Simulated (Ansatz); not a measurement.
Records of electronic-structure calculations.

```
! title: TePb (Fm-3m): spin-orbit coupling beyond the local functionals
! method: DFT, HSE06 with spin-orbit coupling, plane waves, PAW (and 1 further level or step)
! program: Ansatz 0.2.0
! settings of one run: cutoff 420 eV, 4×4×4 k-mesh, smearing width 0.02 eV, default PAW, PAW set soft 2
! cost: 2 runs, 42 s in all on 1 × NVIDIA H100 80GB HBM3 (shared by 6 runs) with 3 threads of AMD EPYC 7R13 (Zen 3), shared host (the runs of this entry)
! notes: The cell and positions come from the Crystallography Open Database and are kept as given unless a step says otherwise. The lattice is static and excitons are left out.
! HSE06: 1.12 eV
! HSE06+SOC: 0.17 eV
CELL_PARAMETERS angstrom
0.00000 3.23100 3.23100
3.23100 0.00000 3.23100
3.23100 3.23100 0.00000
ATOMIC_POSITIONS crystal
Te 0.50000 0.50000 0.50000
Pb 0.00000 0.00000 0.00000
```

[Paths, hosts, dates, memory and timing lines, banners, echoed tables and standing remarks are left out of the program output.]

[Logs are printed without paths, hosts, clocks, repeated set-up lines and the standing remarks that a program may print on its own settings, such as how far it seeks lower states.]

[Runs of the session that timed out or met a known fault of the program may be left out.]

[Cells called generated may have been cut or substituted from an entry of the Crystallography Open Database or the Materials Project.]

[Hosts, paths, dates, database ids (printed as entryN), source tags and the programs' standing remarks are cut or masked in the printed files.]
